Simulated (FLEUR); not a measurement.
Computed results, one entry a study.

```cif
data_euclf
_symmetry_space_group_name_H-M 'P4/nmm:1'
_symmetry_Int_Tables_number 129
_cell_length_a 4.0837
_cell_length_b 4.0837
_cell_length_c 6.9785
_cell_angle_alpha 90.000
_cell_angle_beta 90.000
_cell_angle_gamma 90.000
_cell_volume 116.38
loop_
_atom_site_label
_atom_site_type_symbol
_atom_site_symmetry_multiplicity
_atom_site_Wyckoff_symbol
_atom_site_fract_x
_atom_site_fract_y
_atom_site_fract_z
_atom_site_occupancy
Eu1 Eu 2 c 0.00000 0.50000 0.79402 1
Cl1 Cl 2 c 0.00000 0.50000 0.35500 1
F1 F 2 a 0.00000 0.00000 0.00000 1
_calc_subject 'Collinear magnetic orders of EuClF with FLEUR'
_calc_method 'PBEsol with U = 4.3 eV, J = 0.7 eV on Eu f; all-electron FLAPW, Dirac cores, scalar-relativistic bands (and 1 further level or step)'
_calc_program 'FLEUR MaX-R8.1'
_calc_settings_of_one_run 'kmax 3.61 1/bohr, gmax 10.8 1/bohr, muffin tin radii Eu: 2.8, Cl: 2.8, F: 1.66 bohr, lmax Eu: [10, 8], Cl: [10, 8], F: [6, 4], hist occupations, smearing width 0.03 eV, mixer Anderson, mixing 0.05, max iterations 130, stop 0.0001 me/bohr³, collinear spin, 6×6×6 k-mesh, double counting FLL, mesh matched on, seeded occupations whole cubic f orbitals, Hund's first rule, starting moments 7 7 0 0 0 0 μB'
_calc_cost '4 runs, 12 min in all on 4 MPI ranks of Intel Xeon Platinum 8259CL at 2.50GHz (Skylake/Cascade Lake), shared host (the runs of this entry)'
_calc_notes 'The run is spin-polarised, with a total moment of 14.00 μB a cell. Only 2 starts were tried; other patterns of signs, canted and longer-period orders were not.'
_calc_lowest_state_found 'ferromagnetic (initial ferro ++)'
_calc_largest_site_spin_moment '6.94 μB'
_calc_next_finished_state 'antiferromagnetic, 0.0320 meV a seeded atom higher'
_calc_orbital_moment_on_the_atom_of_largest_spin_along_its_spin_spin_orbit_run '-0.00672 μB'
_calc_spin_plus_orbital_moment 'Eu 6.92 μB'
```

[Logs and program files are shortened in this print: banners, set-up blocks, solver, clock and traceback lines can be left out without a mark of their own.]

[Logs are printed without paths, hosts, clocks, repeated set-up lines and the standing remarks that a program may print on its own settings, such as how far it seeks lower states.]

[Hosts, paths, dates, database ids (printed as entryN), source tags and the programs' standing remarks are cut or masked in the printed files.]

[Where a cell is said to come from a database of computed structures, the database is the Materials Project.]
